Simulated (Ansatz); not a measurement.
# Starting-point dependence of the GW gap of NaFeN (P6_3mc), part 2 of 2

One-shot GW is not self-consistent; how far does the start matter for NaFeN (P6_3mc)?

Ansatz 0.2.0; G0W0 on several functionals, plane waves, PAW. Known limits of the many-body steps: not at the basis limit; mesh may overstate the screening; no spin polarisation; d states lean on the start; coarse k mesh.

So far. Step 2 (G0W0 on LDA): The gap on the mesh goes from 0.28 eV to 0.65 eV, a correction of +0.37 eV. Between the two edge states, bare exchange in place of the xc potential would open the gap by 6.25 eV, and correlation takes back 5.88 eV.

In doubt: one-shot GW on d or f shells is unsure, so the values of those runs are not to be relied on; masses and optical values from hybrid runs of this build are listed as unsure (step 4), which bears on the screening that GW takes from such a start.

## (3) G0W0 on PBE

The same correction from a different start measures what one shot leaves open.

This step: G0W0 on PBE, plane waves, PAW; PAW set soft_1.

File input.yaml:

```yaml
crystal:
  lattice:
    - [2.9791986867, 0.0, 0.0]
    - [-1.4895993434, 2.5800617456, 0.0]
    - [0.0, 0.0, 9.67759076]
  atoms:
    - { symbol: Na, position: [0.66666667, 0.33333333, 0.76069016] }
    - { symbol: Na, position: [0.33333333, 0.66666667, 0.26069016] }
    - { symbol: Fe, position: [0.0, 0.0, 0.51816637] }
    - { symbol: Fe, position: [0.0, 0.0, 0.01816637] }
    - { symbol: "N", position: [0.33333333, 0.66666667, 0.56578347] }
    - { symbol: "N", position: [0.66666667, 0.33333333, 0.06578347] }
kpoints:
  mp_grid: { grid: [6, 6, 2] }
hamiltonian:
  xc: pbe
  pseudopotentials: { kind: paw, azcp: { folder: soft_1 } }
scf:
  occupations: { method: fixed }
gw:
  n_empty_bands: 589
  ecut_chi: 230.0
  qp_bands: [v2, c2]
  qp_kpoints: band_edges
  screening: { model: contour_deformation }
```

On the command line:

```bash
$ ansatz run input.yaml --threads 3 --pin off --max-ram 92160MiB --backend cuda --events-out ev --progress --plain --runs-dir out --devices 1 --max-vram 13GiB
```

Numbers of over 12 decimals in the logs are rounded to 6 here.

Log:

```text
GPUs: using 1 of 1 available (devices: 1).
[...]
GPU FFT provider: cuFFT
GPU libraries: cuBLAS 13.8.2, cuFFT 12.4.0, cuSOLVER 12.3.4
Crystal: 6 atoms, lattice volume = 74.387 Å³
Basis set: ecut = 420 eV, 1401 PW (Γ)
Bands: 36, of which v1, the nominal top of the filled ones, is band 30 counted from 1 (29 counted from 0)
Symmetry: 12 space group operations
[...]
k-points: 14 of 72
[...]
GPU buffer pool allocated for 28800 grid points (all kernels)
[...]
SCF iter   1: F=—  HF=-12703.154675 eV  |F-HF|=—  |Δ(HF+E_count)|=         —  Δρ=8.00e-2  dr2=2.84e0  ethr=3.10e-3  ⟨swp⟩=4.0  Hψ=1466  notcnv=0  defer=27
[...]
SCF iter  10: F=-12702.303056 eV  HF=-12702.303056 eV  |F-HF|=4.63e-8  |Δ(HF+E_count)|=   3.28e-8  Δρ=8.97e-6  dr2=4.89e-8  ethr=1.67e-10  ⟨swp⟩=7.9  Hψ=1528  notcnv=0
SCF 1 converged in 10 iterations: F = -12702.303056 eV  dr2 = 4.89e-8
[...]
NSCF: frozen V_eff on 14 k-points
[...]
G₀W₀ screening: q 1/14
[... further progress lines ...]
SCF converged after 10 iterations
Free energy (F): -12702.303056 eV
[...]
Internal energy: -12702.303056 eV  (E = F + TS)
E sigma→0 (E₀):  -12702.303056 eV
Fermi energy:    9.924069 eV
[...]
--- Band table (eV; the first three rows and the last of 14) ---
  k-point 0: bands = [... 26 lower, 9.2915, 9.2915, 9.2960, 9.2960, 11.7577, 12.4722, 14.0567, 14.0567, ... 2 higher]
  k-point 1: bands = [... 26 lower, 9.2938, 9.2938, 9.2938, 9.2938, 12.0136, 12.0136, 14.0659, 14.0659, ... 2 higher]
[...]
1    29      9.2938   -34.4654     4.7742   -30.3041  0.5558     9.8804     9.9067  root ?
     1    30      9.2938   -34.4654     4.7742   -30.3041  0.5558     9.8804     9.9067  root ?
     1    31     12.0136   -18.6657    -3.5638   -22.6242  0.6471    12.4191    12.4083  root
     1    32     12.0136   -18.6657    -3.5638   -22.6242  0.6471    12.4191    12.4083  root
     2    29      9.2779   -31.2024     4.0519   -27.6665  0.5719     9.7760     9.7939  root ?
     2    30      9.5448   -30.9226     3.6400   -27.7658  0.5898    10.0162    10.0281  root ?
     2    31     11.8944   -20.7018    -3.2070   -24.3716  0.6412    12.3707    12.3572  root
     2    32     12.3510   -15.8152    -4.4880   -20.5593  0.6556    12.6107    12.6070  root
     3    29      9.4393   -31.1444     3.8305   -27.8149  0.5830     9.9258     9.9404  root ?
     3    30      9.4393   -31.1444     3.8305   -27.8149  0.5830     9.9258     9.9404  root ?
     3    31     12.1149   -18.1068    -3.7769   -22.2414  0.6465    12.4794    12.4726  root
     3    32     12.1149   -18.1068    -3.7769   -22.2414  0.6465    12.4794    12.4726  root
[...]
10    31     10.6003   -23.8736    -2.7931   -27.2022  0.6112    11.1608    11.1358  root
    10    32     10.6214   -24.1068    -2.6954   -27.3383  0.6084    11.1822    11.1575  root
[...]
11    31     10.6128   -24.0517    -2.7510   -27.3410  0.6091    11.1759    11.1512  root
    11    32     10.6128   -24.0517    -2.7510   -27.3410  0.6091    11.1759    11.1512  root
[...]
13    29      9.5778   -29.9869     3.5161   -26.9029  0.5994    10.0008    10.0098  root ?
    13    30      9.5778   -29.9869     3.5161   -26.9029  0.5994    10.0008    10.0098  root ?
    13    31     10.2607   -24.8420    -3.8817   -29.3675  0.6093    10.9653    10.9046  root ?
    13    32     10.2607   -24.8420    -3.8817   -29.3675  0.6093    10.9653    10.9046  root ?
```

It took 68 s on 1 × NVIDIA H100 80GB HBM3 (shared by 6 runs) with 3 threads of AMD EPYC 7R13 (Zen 3), shared host; peak memory 2.2 GiB; 2 min of CPU time.

This step gave:

```
bands summed                                 : 619
RPA ε∞ on this mesh (eigenvalues)            : 6.035, 33.30, 33.30
plane waves in the screening matrix          : 611
q-points in the mesh                         : 72
G0W0 gap on the mesh                         : 0.6212 eV
k of the valence top                         : 0.1667, 0.1667, 0
k of the conduction bottom                   : 0.3333, 0.3333, -0.5
starting gap on the mesh                     : 0.3366 eV
Z at the valence top                         : 0.6241
Z at the conduction bottom                   : 0.6093
least direct G0W0 gap on the computed points : 0.8925 eV
```

Against the run with 6×6×2 mesh, 589 empty bands, screening to 230 eV, PAW set soft_1 files on LDA, the gap moves by −0.02 eV, while the start moved by +0.06 eV.

## (4) G0W0 on HSE06

This step: G0W0 on HSE06, plane waves, PAW; PAW set soft_1.

Edit input.yaml of step 3 so:

```diff
@@ -15,3 +15,3 @@
 hamiltonian:
-  xc: pbe
+  xc: hse06
   pseudopotentials: { kind: paw, azcp: { folder: soft_1 } }
```

Log:

```text
GPUs: using 1 of 1 available (devices: 1).
[...]
davidson cushion auto → on  (no smearing: the cushion is to keep the highest requested band from converging to the state above it; pin scf.eigensolver.cushion to override)
[...]
GPU FFT provider: cuFFT
GPU libraries: cuBLAS 13.8.2, cuFFT 12.4.0, cuSOLVER 12.3.4
Crystal: 6 atoms, lattice volume = 74.387 Å³
Basis set: ecut = 420 eV, 1401 PW (Γ)
[...]
1    31     12.2061   -17.1194    -3.4571   -20.8321  0.6993    12.4631    12.4618  root
     1    32     12.2061   -17.1194    -3.4571   -20.8321  0.6993    12.4631    12.4618  root
[...]
13    29      8.6959   -27.3871     2.9450   -25.2298  0.6630     9.4678     9.4837  root
    13    30      8.6959   -27.3871     2.9450   -25.2298  0.6630     9.4678     9.4837  root
    13    31     10.6276   -23.7873    -2.5979   -26.9380  0.6584    11.1906    11.1804  root
    13    32     10.6276   -23.7873    -2.5979   -26.9380  0.6584    11.1906    11.1804  root
[key lines of the parts left out:]
Free energy (F): -12696.460175 eV
Fermi energy:    9.313210 eV
```

The job ended after 91 s (1 × NVIDIA H100 80GB HBM3 (shared by 6 runs) with 3 threads; peak memory 2.5 GiB).

This step gave:

| Property | Result |
| --- | --- |
| bands summed | 619 |
| RPA ε∞ on this mesh (eigenvalues) | 4.776, 19.24, 19.24 |
| plane waves in the screening matrix | 611 |
| G0W0 gap on the mesh | 1.061 eV |
| k of the valence top | 0.1667, 0.1667, 0 |
| k of the conduction bottom | 0, -0.5, 0 |
| starting gap on the mesh | 1.189 eV |
| least direct G0W0 gap on the computed points | 1.697 eV |

Against the run with 6×6×2 mesh, 589 empty bands, screening to 230 eV, PAW set soft_1 files on PBE, the gap moves by +0.44 eV, while the start moved by +0.85 eV.

## (5) The starts together

All on the 6×6×2 mesh with 589 empty bands and screening to 230 eV. Times are wall times on 1 × NVIDIA H100 80GB HBM3 (shared by 6 runs) with 3 threads of AMD EPYC 7R13 (Zen 3), shared host, good to a factor of about two.

```
start  starting gap (eV)  shift (eV)  G0W0 gap (eV)  RPA ε∞ (harmonic mean)  Z (valence, conduction)  time
  LDA               0.28       +0.37           0.65                   13.97               0.62, 0.61  56 s
  PBE               0.34       +0.28           0.62                   13.29               0.62, 0.61  68 s
HSE06               1.19       −0.13           1.06                    9.57               0.68, 0.68  91 s
```

The parts of the quasiparticle energy at the two band edges (eV; QP = start + Σx + Σc − Vxc):

```
  run               edge  start      Σx     Σc     Vxc     Z     QP
  LDA        valence top   9.56  -27.37   2.01  -25.90  0.62  10.10
  LDA  conduction bottom   9.84  -24.91  -3.88  -29.69  0.61  10.74
  PBE        valence top   9.92  -27.52   2.18  -25.70  0.62  10.28
  PBE  conduction bottom  10.26  -24.84  -3.88  -29.37  0.61  10.90
HSE06        valence top   9.31  -27.33   2.48  -25.56  0.68  10.02
HSE06  conduction bottom  10.50  -22.69  -1.71  -24.99  0.68  11.09
```

For a hybrid start, Vxc holds its share of exact exchange.

## (6) Outcome

```yaml
g0w0_lda: 0.65 eV (start 0.28 eV)
g0w0_pbe: 0.62 eV (start 0.34 eV)
g0w0_hse06: 1.06 eV (start 1.19 eV)
known_limits: not at the basis limit; mesh may overstate the screening; no spin polarisation; d states lean on the start; coarse k mesh
```

The starting gaps span 0.91 eV and the G0W0 gaps 0.44 eV. Between LDA and HSE06, 0.42 eV of the 0.91 eV survives, 46 %. The order is not kept throughout: PBE starts 0.06 eV above LDA and ends 0.02 eV below it, so orbitals matter beside the gap. On HSE06 the correction is negative: that start lies above its own G0W0 value. The smallest correction, −0.13 eV, is on HSE06, the start nearest to reproducing itself. Bands and cutoff are finite, so the gap is not at the basis limit. The miss can reach some tenths of an eV and take either sign; the mesh is an error of its own. The 6×6×2 mesh is coarse for this cell (its supercell is 18 Å along the shortest edge). The RPA ε∞ on it, from the LDA start, is 6.22 and 37.12; such meshes misread the long-range screening, most where the gap is narrow. For the LDA start: The RPA ε∞ on this mesh reaches over 25; with a narrow direct gap a coarse mesh can overstate it, and the correction is then too small. The runs have no spin polarisation. For a closed low-spin shell that is the natural state; where a d or f shell is open it is a constraint, and the gap is then not the crystal's own. With d states at the gap, one-shot GW leans hard on its start. The program marks a band-edge row as in doubt, so the gap is less sure than its digits.

[Paths, hosts, dates, memory and timing lines, banners, echoed tables and standing remarks are left out of the program output.]

[Logs are printed without paths, hosts, clocks, repeated set-up lines and the standing remarks that a program may print on its own settings, such as how far it seeks lower states.]

[Runs of the session that timed out or met a known fault of the program may be left out.]

[Cells called generated may have been cut or substituted from an entry of the Crystallography Open Database or the Materials Project.]

[Hosts, paths, dates, database ids (printed as entryN), source tags and the programs' standing remarks are cut or masked in the printed files.]
